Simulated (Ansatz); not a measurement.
## K on Pt(100): change of the work function

Aim: the work function of Pt(100) at several coverages of K (hollow site), and the dipole that each adsorbate carries.

Main program and level: Ansatz 0.2.0; plane-wave DFT, PBE, Ansatz PAW.

### 1. The system as given

The cell holds 4 atoms: 4 Pt. Its edges and angles: a = 2.772 Å, b = 2.772 Å, c = 23.880 Å, α = 90.0°, β = 90.0°, γ = 90.0°. Vacuum lies along c.

### 2. The clean slab

The bare slab comes first, as the zero from which every change is counted. The two lowest layers are held at bulk places and the upper ones relax. The dipole correction removes the false field that a one-sided slab makes across the periodic vacuum, so each face gets a flat vacuum level of its own.

input.yaml

```yaml
crystal:
  lattice:
    - [2.7718585823, 0.0, 0.0]
    - [0.0, 2.7718585823, 0.0]
    - [0.0, 0.0, 23.88]
  atoms:
    - { symbol: Pt, position: [0.5, 0.5, 0.3768844221] }
    - { symbol: Pt, position: [0.0, 0.0, 0.458961474] }
    - { symbol: Pt, position: [0.5, 0.5, 0.541038526] }
    - { symbol: Pt, position: [0.0, 0.0, 0.6231155779] }
kpoints:
  mp_grid: { grid: [12, 12, 1] }
hamiltonian:
  xc: pbe
scf:
  occupations: { method: fermi_dirac, width: 0.1 }
  convergence: { dr2_threshold: 1.0e-08 }
efield:
  axis: 3
  dipole_correction: true
  ramp_position: 0.97
  ramp_width: 0.06
relax:
  f_tol: 0.02
  max_steps: 60
  constraints: [{ sites: [0, 1] }]
output:
  write_potential: true
  write_density: true
  volumetric_format: npy
```

On the command line:

```
$ ansatz run input.yaml --threads 4 --pin off --max-ram 16384MiB --backend cpu --events-out ev --progress --plain --runs-dir out
```

The program printed:

```text
Engine: ansatz 0.2.0, x86_64-unknown-linux-gnu
Pseudopotentials: kind: paw
Pseudopotential: Pt, paw, valence charge 18, recommended cutoff 420 eV (normal), Pt.paw.azcp
Functional definition: PBE
  parameter kappa = 0.804
  parameter beta = 0.066725
  exchange = pbe_x(kappa = kappa, mu = beta*pi^2/3)
  correlation = pbe_c(beta = beta)
Crystal: 4 atoms, lattice volume = 183.475 Å³
Basis set: ecut = 420 eV, 3659 PW (Γ), exchange–correlation on 40×40×320 points (8 copies of the dense FFT grid, shifted against one another)
Bands: 44, of which v1, the nominal top of the filled ones, is band 36 counted from 1 (35 counted from 0)
Symmetry: 8 space group operations
k-points: 28 of 144
Non-local potential: Pt, projectors of the file, l = 0: 3, l = 1: 2, l = 2: 2, l = 3: 1
PAW form: soft (Blöchl's): semilocal exchange-correlation on the pseudo side does not see the compensation charge
PAW one-centre angular grid: Pt, 590 points (default); XC on 64 Gauss nodes
Initial density: superposition of atomic densities (neutral atoms: chi_scale 0, normalization atom), corrected by the library's trained network
Initial wavefunctions: pseudopotential atomic-orbital guess
Functional: x = pbe(κ = 0.804, μ = 0.219515), c = pbe(β = 0.066725)
SCF iter   1: F=—  HF=-50090.468609 eV  |F-HF|=—  |Δ(HF+E_count)|=         —  Δρ=8.04e-3  dr2=7.30e-1  ethr=1.77e-3  p=0.000 e·Å  D=1.88e-13 V/Å  ΔV_dip=-0.00 eV  dr2_dipole=4.98e-7  V_vac-E_F(+/−)=5.19/5.19 eV  ⟨swp⟩=8.3  Hψ=5558  notcnv=0  defer=9
efield: sawtooth ramp at fractional position 0.9700 (set: `efield.ramp_position`, or a place that a band, a saddle search or an elastic batch's reference lends), width 0.0600; the density the first Hamiltonian is built on has a dipole p = 0.000 e·Å; the dipole correction subtracts the counter field D = 1.88e-13 V/Å, which shifts the + side's vacuum level by -0.00 eV against the − side's; the planar-averaged density in the ramp window peaks in size at 3.8e-6 e/Å³
preconditioner: auto → LDOS  [metal: Δε(μ)=0.022 eV  Ē_g=7.459 eV  σ=0.100 eV  W_gap=0.05  n_scr=36 (ndim 8)  ℏωp=17.3 eV  f_vac=0.607  D(μ)=6.87/eV (n_scr^D=54)  β→1.0]
SCF iter   2: F=—  HF=-50090.449357 eV  |F-HF|=—  |Δ(HF+E_count)|=   1.93e-2  Δρ=5.49e-3  dr2=9.54e-2  ethr=1.01e-3  p=0.000 e·Å  D=3.52e-5 V/Å  ΔV_dip=-0.00 eV  dr2_dipole=5.42e-7  V_vac-E_F(+/−)=5.66/5.67 eV  ⟨swp⟩=2.4  Hψ=1628  notcnv=0  defer=30
SCF iter   3: F=—  HF=-50090.441061 eV  |F-HF|=—  |Δ(HF+E_count)|=   8.30e-3  Δρ=1.95e-3  dr2=6.90e-2  ethr=1.33e-4  p=0.000 e·Å  D=4.86e-6 V/Å  ΔV_dip=-0.00 eV  dr2_dipole=4.18e-8  V_vac-E_F(+/−)=5.55/5.55 eV  ⟨swp⟩=2.0  Hψ=1911  notcnv=0  defer=30
SCF iter   4: F=—  HF=-50090.437314 eV  |F-HF|=—  |Δ(HF+E_count)|=   3.75e-3  Δρ=6.62e-4  dr2=1.10e-3  ethr=9.58e-5  p=0.000 e·Å  D=7.85e-7 V/Å  ΔV_dip=-0.00 eV  dr2_dipole=9.73e-10  V_vac-E_F(+/−)=5.66/5.66 eV  ⟨swp⟩=1.8  Hψ=1304  notcnv=0  defer=30
SCF iter   5: F=—  HF=-50090.437576 eV  |F-HF|=—  |Δ(HF+E_count)|=   2.62e-4  Δρ=2.48e-4  dr2=1.11e-4  ethr=1.52e-6  p=0.000 e·Å  D=8.02e-7 V/Å  ΔV_dip=-0.00 eV  dr2_dipole=2.11e-10  V_vac-E_F(+/−)=5.65/5.65 eV  ⟨swp⟩=2.8  Hψ=2122  notcnv=0  defer=30
SCF iter   6: F=—  HF=-50090.437599 eV  |F-HF|=—  |Δ(HF+E_count)|=   2.34e-5  Δρ=5.85e-5  dr2=1.53e-5  ethr=1.55e-7  p=-0.000 e·Å  D=-6.95e-8 V/Å  ΔV_dip=0.00 eV  dr2_dipole=3.68e-11  V_vac-E_F(+/−)=5.64/5.64 eV  ⟨swp⟩=2.1  Hψ=1826  notcnv=0  defer=30
SCF iter   7: F=—  HF=-50090.437625 eV  |F-HF|=—  |Δ(HF+E_count)|=   2.53e-5  Δρ=2.04e-5  dr2=1.14e-6  ethr=2.12e-8  p=-0.000 e·Å  D=-2.77e-7 V/Å  ΔV_dip=0.00 eV  dr2_dipole=5.02e-11  V_vac-E_F(+/−)=5.64/5.64 eV  ⟨swp⟩=2.4  Hψ=1866  notcnv=0  defer=30
SCF iter   8: F=—  HF=-50090.437617 eV  |F-HF|=—  |Δ(HF+E_count)|=   7.35e-6  Δρ=8.32e-6  dr2=3.11e-7  ethr=1.58e-9  p=0.000 e·Å  D=4.89e-9 V/Å  ΔV_dip=-0.00 eV  dr2_dipole=1.14e-16  V_vac-E_F(+/−)=5.64/5.64 eV  ⟨swp⟩=3.0  Hψ=2308  notcnv=0  defer=28
SCF iter   9: F=—  HF=-50090.437617 eV  |F-HF|=—  |Δ(HF+E_count)|=   1.58e-8  Δρ=1.90e-6  dr2=2.09e-8  ethr=4.32e-10  p=-0.000 e·Å  D=-4.83e-8 V/Å  ΔV_dip=0.00 eV  dr2_dipole=1.18e-12  V_vac-E_F(+/−)=5.64/5.64 eV  ⟨swp⟩=2.0  Hψ=1751  notcnv=0  defer=28
SCF iter  10: F=-50090.437617 eV  HF=-50090.437617 eV  |F-HF|=2.84e-9  |Δ(HF+E_count)|=   8.73e-9  Δρ=3.55e-7  dr2=3.07e-10  ethr=1.39e-11  p=-0.000 e·Å  D=-1.55e-8 V/Å  ΔV_dip=0.00 eV  dr2_dipole=4.72e-14  V_vac-E_F(+/−)=5.64/5.64 eV  ⟨swp⟩=10.2  Hψ=8699  notcnv=0
SCF 1 converged in 10 iterations: F = -50090.437617 eV  dr2 = 3.07e-10
  greatest PAW one-centre occupation: 1.000 electrons in one spin orbital (limit 2), on the Pt atom at site 2 (counted from 0), in its partial waves of l = 0
relax step   1: F+E_penalty+E_count = -50090.43761743 eV  Δ(F+E_penalty+E_count) = +0.000e0 eV  max|allowed force component| = 2.113e-1 eV/Å  Δτ_max = 0.0000 Å  (10 SCF iters, accepted)
Initial density: handed on by an earlier stage of this run
Initial wavefunctions: those handed on with the density
iter 1 solved again at ethr=1.68e-4 eV; its pass at ethr=3.10e-3 eV (dr2=1.21e-1 eV) is discarded
SCF iter   1: F=—  HF=-50090.448872 eV  |F-HF|=—  |Δ(HF+E_count)|=         —  Δρ=7.20e-3  dr2=1.44e-1  ethr=1.68e-4  p=0.000 e·Å  D=1.19e-7 V/Å  ΔV_dip=-0.00 eV  dr2_dipole=2.86e-2  V_vac-E_F(+/−)=5.68/5.68 eV  ⟨swp⟩=2.0  Hψ=4900  notcnv=0  defer=32
efield: sawtooth ramp at fractional position 0.9700 (set: `efield.ramp_position`, or a place that a band, a saddle search or an elastic batch's reference lends), width 0.0600; the density the first Hamiltonian is built on has a dipole p = 0.000 e·Å; the dipole correction subtracts the counter field D = 1.19e-7 V/Å, which shifts the + side's vacuum level by -0.00 eV against the − side's; the planar-averaged density in the ramp window peaks in size at 7.2e-7 e/Å³
eigensolver tolerance schedule calibrated: the retry pair's looser diagonalisation under-reported the residual by θ = 0.16 (0.12/decade); ethr = c·dr2/N_el runs at the constant in force after the calibration composes with the one it found (an armed cap, an earlier calibration), c = 6.5e-2
preconditioner: auto → LDOS  [metal: Δε(μ)=0.007 eV  Ē_g=7.403 eV  σ=0.100 eV  W_gap=0.02  n_scr=36 (ndim 8)  ℏωp=17.3 eV  f_vac=0.602  D(μ)=7.40/eV (n_scr^D=64)  β→1.0]
SCF iter   2: F=—  HF=-50090.446800 eV  |F-HF|=—  |Δ(HF+E_count)|=   2.07e-3  Δρ=3.16e-3  dr2=5.27e-2  ethr=1.30e-4  p=0.004 e·Å  D=4.28e-3 V/Å  ΔV_dip=-0.10 eV  dr2_dipole=1.12e-2  V_vac-E_F(+/−)=5.57/5.67 eV  ⟨swp⟩=2.0  Hψ=2079  notcnv=0  defer=32
[...]
SCF iter   4: F=—  HF=-50090.445354 eV  |F-HF|=—  |Δ(HF+E_count)|=   1.13e-3  Δρ=1.63e-4  dr2=6.22e-5  ethr=9.24e-6  p=-0.000 e·Å  D=-5.09e-5 V/Å  ΔV_dip=0.00 eV  dr2_dipole=3.74e-6  V_vac-E_F(+/−)=5.65/5.65 eV  ⟨swp⟩=2.0  Hψ=1819  notcnv=0  defer=33
SCF iter   5: F=—  HF=-50090.445337 eV  |F-HF|=—  |Δ(HF+E_count)|=   1.70e-5  Δρ=5.80e-5  dr2=2.88e-5  ethr=8.64e-8  p=-0.000 e·Å  D=-5.54e-5 V/Å  ΔV_dip=0.00 eV  dr2_dipole=1.58e-7  V_vac-E_F(+/−)=5.65/5.65 eV  ⟨swp⟩=3.0  Hψ=2355  notcnv=0  defer=33
SCF iter   6: F=—  HF=-50090.445339 eV  |F-HF|=—  |Δ(HF+E_count)|=   1.81e-6  Δρ=2.93e-5  dr2=1.00e-5  ethr=4.00e-8  p=-0.000 e·Å  D=-9.50e-5 V/Å  ΔV_dip=0.00 eV  dr2_dipole=5.55e-10  V_vac-E_F(+/−)=5.65/5.65 eV  ⟨swp⟩=1.0  Hψ=1199  notcnv=0  defer=33
SCF iter   7: F=—  HF=-50090.445335 eV  |F-HF|=—  |Δ(HF+E_count)|=   3.71e-6  Δρ=1.44e-5  dr2=1.37e-6  ethr=1.39e-8  p=-0.000 e·Å  D=-1.18e-4 V/Å  ΔV_dip=0.00 eV  dr2_dipole=4.79e-9  V_vac-E_F(+/−)=5.65/5.65 eV  ⟨swp⟩=1.1  Hψ=1219  notcnv=0  defer=33
SCF iter   8: F=—  HF=-50090.445344 eV  |F-HF|=—  |Δ(HF+E_count)|=   8.81e-6  Δρ=5.00e-6  dr2=9.96e-8  ethr=1.91e-9  p=-0.000 e·Å  D=-1.35e-4 V/Å  ΔV_dip=0.00 eV  dr2_dipole=3.58e-10  V_vac-E_F(+/−)=5.65/5.65 eV  ⟨swp⟩=2.0  Hψ=1432  notcnv=0  defer=33
SCF iter   9: F=—  HF=-50090.445344 eV  |F-HF|=—  |Δ(HF+E_count)|=   1.17e-7  Δρ=1.59e-6  dr2=1.06e-8  ethr=1.38e-10  p=-0.000 e·Å  D=-1.32e-4 V/Å  ΔV_dip=0.00 eV  dr2_dipole=1.54e-10  V_vac-E_F(+/−)=5.65/5.65 eV  ⟨swp⟩=2.1  Hψ=1692  notcnv=0  defer=33
SCF iter  10: F=-50090.445344 eV  HF=-50090.445344 eV  |F-HF|=4.77e-9  |Δ(HF+E_count)|=   2.57e-8  Δρ=6.73e-7  dr2=2.58e-9  ethr=1.39e-11  p=-0.000 e·Å  D=-1.31e-4 V/Å  ΔV_dip=0.00 eV  dr2_dipole=4.45e-11  V_vac-E_F(+/−)=5.65/5.65 eV  ⟨swp⟩=9.1  Hψ=7993  notcnv=0
SCF 3 converged in 10 iterations: F = -50090.445344 eV  dr2 = 2.58e-9
relax step   3: F+E_penalty+E_count = -50090.44534417 eV  Δ(F+E_penalty+E_count) = -7.708e-3 eV  max|allowed force component| = 2.648e-2 eV/Å  Δτ_max = 0.0673 Å  (10 SCF iters, accepted)
SCF iter   1: F=—  HF=-50090.445435 eV  |F-HF|=—  |Δ(HF+E_count)|=         —  Δρ=3.18e-4  dr2=1.94e-4  ethr=7.05e-6  p=-0.000 e·Å  D=-1.30e-4 V/Å  ΔV_dip=0.00 eV  dr2_dipole=2.64e-5  V_vac-E_F(+/−)=5.66/5.65 eV  ⟨swp⟩=2.1  Hψ=2394  notcnv=0  defer=32
efield: sawtooth ramp at fractional position 0.9700 (set: `efield.ramp_position`, or a place that a band, a saddle search or an elastic batch's reference lends), width 0.0600; the density the first Hamiltonian is built on has a dipole p = -0.000 e·Å; the dipole correction subtracts the counter field D = -1.30e-4 V/Å, which shifts the + side's vacuum level by +0.00 eV against the − side's; the planar-averaged density in the ramp window peaks in size at 4.8e-7 e/Å³
preconditioner: auto → LDOS  [metal: Δε(μ)=0.022 eV  Ē_g=7.459 eV  σ=0.100 eV  W_gap=0.06  n_scr=36 (ndim 8)  ℏωp=17.3 eV  f_vac=0.605  D(μ)=7.26/eV (n_scr^D=64)  β→1.0]
SCF iter   2: F=—  HF=-50090.445414 eV  |F-HF|=—  |Δ(HF+E_count)|=   2.08e-5  Δρ=1.34e-4  dr2=8.54e-5  ethr=2.70e-7  p=0.000 e·Å  D=5.04e-5 V/Å  ΔV_dip=-0.00 eV  dr2_dipole=1.99e-5  V_vac-E_F(+/−)=5.65/5.65 eV  ⟨swp⟩=2.9  Hψ=2551  notcnv=0  defer=32
SCF iter   3: F=—  HF=-50090.445405 eV  |F-HF|=—  |Δ(HF+E_count)|=   8.92e-6  Δρ=4.28e-5  dr2=1.09e-5  ethr=1.19e-7  p=-0.000 e·Å  D=-1.63e-4 V/Å  ΔV_dip=0.00 eV  dr2_dipole=2.88e-7  V_vac-E_F(+/−)=5.66/5.65 eV  ⟨swp⟩=2.0  Hψ=1825  notcnv=0  defer=32
SCF iter   4: F=—  HF=-50090.445412 eV  |F-HF|=—  |Δ(HF+E_count)|=   7.01e-6  Δρ=1.49e-5  dr2=5.94e-7  ethr=1.51e-8  p=-0.000 e·Å  D=-1.36e-4 V/Å  ΔV_dip=0.00 eV  dr2_dipole=3.71e-9  V_vac-E_F(+/−)=5.66/5.65 eV  ⟨swp⟩=2.0  Hψ=1747  notcnv=0  defer=32
SCF iter   5: F=—  HF=-50090.445412 eV  |F-HF|=—  |Δ(HF+E_count)|=   5.61e-7  Δρ=5.87e-6  dr2=3.03e-7  ethr=8.26e-10  p=-0.000 e·Å  D=-1.31e-4 V/Å  ΔV_dip=0.00 eV  dr2_dipole=1.47e-9  V_vac-E_F(+/−)=5.66/5.65 eV  ⟨swp⟩=2.9  Hψ=2115  notcnv=0  defer=32
SCF iter   6: F=—  HF=-50090.445412 eV  |F-HF|=—  |Δ(HF+E_count)|=   4.16e-8  Δρ=3.53e-6  dr2=1.11e-7  ethr=4.21e-10  p=-0.000 e·Å  D=-1.33e-4 V/Å  ΔV_dip=0.00 eV  dr2_dipole=7.85e-10  V_vac-E_F(+/−)=5.66/5.65 eV  ⟨swp⟩=1.1  Hψ=1201  notcnv=0  defer=32
SCF iter   7: F=-50090.445413 eV  HF=-50090.445413 eV  |F-HF|=8.45e-9  |Δ(HF+E_count)|=   3.68e-8  Δρ=1.34e-6  dr2=8.31e-9  ethr=1.39e-11  p=-0.000 e·Å  D=-1.32e-4 V/Å  ΔV_dip=0.00 eV  dr2_dipole=2.36e-12  V_vac-E_F(+/−)=5.66/5.65 eV  ⟨swp⟩=8.9  Hψ=8781  notcnv=0
SCF 4 converged in 7 iterations: F = -50090.445413 eV  dr2 = 8.31e-9
relax step   4: F+E_penalty+E_count = -50090.44541254 eV  Δ(F+E_penalty+E_count) = -6.837e-5 eV  max|allowed force component| = 8.251e-4 eV/Å  Δτ_max = 0.0046 Å  (7 SCF iters, accepted)
NSCF: frozen V_eff on 28 k-points
the band table was solved once a step of the walk had ended and its energy, with any forces and stress, was formed, with the checks that follow a solve (6539 applications of the Hamiltonian). They found nothing against the state; the energy, forces and stress were not computed again (output.eigenvalues in the input reference)
WARN: The output density's exchange-correlation potential varies sharply where the density is thin. Do not read a vacuum level from v_tot or v_xc, or from such a field of the output density. On a cell that repeats whose density bears no net charge and no dipole along the vacuum's axis use v_es (v_loc + v_h of the components); under efield.dipole_correction with no amplitude use v_es + v_field, which holds any externa [...]
SCF converged after 7 iterations
Free energy (F): -50090.445413 eV
Harris-Foulkes:  -50090.445413 eV  (|F-HF|=8.45e-9)
Internal energy: -50090.216692 eV  (E = F + TS)
E sigma→0 (E₀):  -50090.331052 eV
Entropy (-TS):   -0.228721 eV (-57.180 meV/atom)
Fermi energy:    3.855133 eV
Dipole field:    D = -0.000130 V/Å  (p = -0.000132 e·Å, saw-weighted, corrected)
Work function:   Φ+ = 5.6553 eV   Φ− = 5.6522 eV
Levels:          The Fermi level and band energies are counted from a zero that moves with the ramp; work functions are not
--- Per-component energies (eV) ---
  E_band       = -1889.403341
  E_kinetic    = 2546.711660
  E_local      = -116444.306415  (includes V_loc(G=0)·N_el)
  E_nonlocal   = 801.046172
  E_hartree    = 56784.297601
  E_xc         = -1043.845394
  E_vxc        = -1206.741734  (∫ρ·V_xc dr)
  E_paw        = -37816.425360  (= ΣΔE_a)
  E_vpaw       = -1154.697665  (= ΣTr[D̂ρ^β])
  E_aug_tail   = 0.000804  (compensation charges beyond the density's cutoff)
  E_efield     = 0.000000  (sawtooth field / dipole correction)
  E_vefield    = 0.000242  (∫n·V_field dr)
  E_ewald      = 45082.304240
  E_smearing   = -0.228721  (= −TS)
  E_closure    = -0.000000  (closes the sum)
  Σ components = -50090.445413   (vs F -50090.445413, Δ=0.00e0)
--- Forces (eV/Å), atoms counted from 1 ---
  atom   1  Pt     0.00000000     0.00000000    -0.09145907
  atom   2  Pt     0.00000000     0.00000000     0.09063175
  atom   3  Pt     0.00000000     0.00000000     0.00002557
  atom   4  Pt    -0.00000000     0.00000000     0.00082513
  max |Σ_I F_I| component: 2.34e-5 eV/Å
--- Band table (eV; the first three rows and the last of 28) ---
  k-point 0: bands = [... 32 lower, 3.1245, 3.2159, 3.2159, 3.8341, 4.0018, 4.1157, 4.1157, 4.1269, ... 4 higher]
  k-point 1: bands = [... 32 lower, 2.7441, 2.7810, 3.4747, 3.5937, 3.6566, 3.8896, 4.1778, 4.7078, ... 4 higher]
  k-point 2: bands = [... 32 lower, 2.4631, 2.4811, 3.4027, 3.4128, 3.4257, 3.8354, 4.1687, 5.6199, ... 4 higher]
  k-point 27: bands = [... 32 lower, 4.3781, 4.3925, 4.9579, 4.9788, 7.2040, 7.2040, 9.9928, 9.9928, ... 4 higher]
--- Relaxed structure (4 steps of the walk, 4 accepted, 0 SCFs on fresh bases) ---
  F+E_penalty+E_count = -50090.44541254 eV   max|allowed force component| = 8.251e-4 eV/Å
  atoms:
    - { symbol: Pt, position: [0.5, 0.5, 0.3768844221] }
    - { symbol: Pt, position: [0.0, 0.0, 0.458961474] }
    - { symbol: Pt, position: [0.5, 0.5, 0.542925] }
    - { symbol: Pt, position: [0, 0.0, 0.625565] }
```

Wall time 36 s (4 threads of Intel Xeon Platinum 8259CL at 2.50GHz (Skylake/Cascade Lake), shared host); peak memory 0.62 GiB.

Reading the cycles: dr2 is the Hartree energy of the density residual (eV), the measure of convergence; HF is the Harris–Foulkes estimate of the energy, which meets the free energy F at convergence.

Relaxation path:

```csv
step,energy less that of the first step (eV),largest force component (eV/Å)
1,0.0000,0.2113
2,0.0000,0.1645
3,-0.0077,0.0265
4,-0.0078,0.0008
```

Forces are held to the 8 operations that the program found; a distortion that breaks them can't arise in this run.

The atoms that moved most (Å):

```csv
atom,dx,dy,dz,length
Pt4,0.000,0.000,0.058,0.058
Pt3,0.000,0.000,0.045,0.045
```

The relaxed structure:

```xyz
4
Lattice="2.7719 0.0000 0.0000 0.0000 2.7719 0.0000 0.0000 0.0000 23.8800" Properties=species:S:1:pos:R:3
Pt    1.3859    1.3859    9.0000
Pt    0.0000    0.0000   10.9600
Pt    1.3859    1.3859   12.9651
Pt    0.0000    0.0000   14.9385
```

This step gave:

```yaml
energy_at_zero_smearing: -50090.3311 eV
work_function_upper_face: 5.655 eV
dipole_along_the_normal: -1.32e-4 e·Å
```

Running mean over 1.96 Å of the planar mean; the ramp of the sawtooth is left out. Electron's electrostatic potential energy less the Fermi level against z:

z (Å), electron's electrostatic potential energy less the Fermi level (eV) and a bar from the least value:
```
      3.0        5.7 ##############################
      3.5        5.7 ##############################
      4.0        5.7 ##############################
      4.5        5.7 ##############################
      5.0        5.6 ##############################
      5.5        5.6 ##############################
      6.0        5.6 ##############################
      6.5        5.5 ##############################
      7.0        5.0 #############################
      7.5        2.6 #########################
      8.0       -3.0 ###############
      8.5       -8.8 ######
      9.0      -11.3 #
      9.5      -11.8 #
     10.0      -12.0 
     10.5      -12.1 
     11.0      -12.1 
     11.5      -11.9 
     12.0      -11.7 #
     12.5      -11.9 
     13.0      -12.1 
     13.5      -12.0 
     14.0      -11.8 #
     14.5      -11.7 #
     15.0      -11.1 ##
     15.5       -8.2 #######
     16.0       -2.2 #################
     16.5        3.1 ##########################
     17.0        5.1 #############################
     17.5        5.5 ##############################
     18.0        5.6 ##############################
     18.5        5.6 ##############################
     19.0        5.7 ##############################
     19.5        5.7 ##############################
     20.0        5.7 ##############################
     20.5        5.7 ##############################
```

The relaxation took 4 steps and lowered the energy by 0.0078 eV; the largest force on the free atoms ends at 8.2e-4 eV/Å.

The work function of the upper face is 5.66 eV.

[end of part 1 of 3]

[Long decimals in the printed logs are rounded to 6 places.]

[Logs are printed without paths, hosts, clocks, repeated set-up lines and the standing remarks that a program may print on its own settings, such as how far it seeks lower states.]

[Hosts, paths, dates, database ids (printed as entryN), source tags and the programs' standing remarks are cut or masked in the printed files.]

[Maps of the electrostatic potential energy from Ansatz leave out the sawtooth potential of an applied field or a dipole correction, so their vacuum need not be flat; planar profiles and work functions include it.]
